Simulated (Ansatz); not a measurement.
In doubt: masses and optical values from hybrid runs of this build are listed as unsure (in some of the runs), which bears on the screening that GW takes from such a start.

The crystal is Sb2Se3 (Antimonselite).

```yaml
crystal:
  lattice:
    - [11.77000, 0.00000, 0.00000]
    - [0.00000, 3.96200, 0.00000]
    - [0.00000, 0.00000, 11.62000]
  atoms:
    - { symbol: Sb, position: [0.03050, 0.25000, 0.32800] }
    - { symbol: Sb, position: [0.96950, 0.75000, 0.67200] }
    - { symbol: Sb, position: [0.46950, 0.75000, 0.82800] }
    - { symbol: Sb, position: [0.53050, 0.25000, 0.17200] }
    - { symbol: Sb, position: [0.14780, 0.75000, 0.03970] }
    - { symbol: Sb, position: [0.85220, 0.25000, 0.96030] }
    - { symbol: Sb, position: [0.35220, 0.25000, 0.53970] }
    - { symbol: Sb, position: [0.64780, 0.75000, 0.46030] }
    - { symbol: Se, position: [0.05340, 0.25000, 0.87320] }
    - { symbol: Se, position: [0.94660, 0.75000, 0.12680] }
    - { symbol: Se, position: [0.44660, 0.75000, 0.37320] }
    - { symbol: Se, position: [0.55340, 0.25000, 0.62680] }
    - { symbol: Se, position: [0.13020, 0.75000, 0.44340] }
    - { symbol: Se, position: [0.86980, 0.25000, 0.55660] }
    - { symbol: Se, position: [0.36980, 0.25000, 0.94340] }
    - { symbol: Se, position: [0.63020, 0.75000, 0.05660] }
    - { symbol: Se, position: [0.21320, 0.25000, 0.19350] }
    - { symbol: Se, position: [0.78680, 0.75000, 0.80650] }
    - { symbol: Se, position: [0.28680, 0.75000, 0.69350] }
    - { symbol: Se, position: [0.71320, 0.25000, 0.30650] }
```

The cell and positions come from the Crystallography Open Database and are kept as given unless a step says otherwise. Spin-orbit coupling is left out unless a run names it.

Gaps computed with Ansatz 0.2.0 without a self-energy: HSE06 1.47 eV.

Q: Estimate the G0W0@HSE06 gap with 2×4×2 mesh, 1419 empty bands, screening to 110 eV, hard PAW files.

About 1.53 eV: on its mesh the run moves the gap from 1.51 eV by +0.06 eV, and the mesh misses the edges by 0.03 eV. Bands and cutoff are finite, so the gap is not at the basis limit. The miss can reach some tenths of an eV and take either sign; the mesh is an error of its own. The 2×4×2 mesh is coarse for this cell (its supercell is 16 Å along the shortest edge). The RPA ε∞ on it, from the HSE06 start, is 8.64, 12.82 and 13.20; such meshes misread the long-range screening, most where the gap is narrow. The many-body steps are scalar-relativistic: spin-orbit coupling is not in them.

[Paths, hosts, dates, memory and timing lines, banners, echoed tables and standing remarks are left out of the program output.]

[Logs are printed without paths, hosts, clocks, repeated set-up lines and the standing remarks that a program may print on its own settings, such as how far it seeks lower states.]

[Runs of the session that timed out or met a known fault of the program may be left out.]

[Cells called generated may have been cut or substituted from an entry of the Crystallography Open Database or the Materials Project.]

[Hosts, paths, dates, database ids (printed as entryN), source tags and the programs' standing remarks are cut or masked in the printed files.]
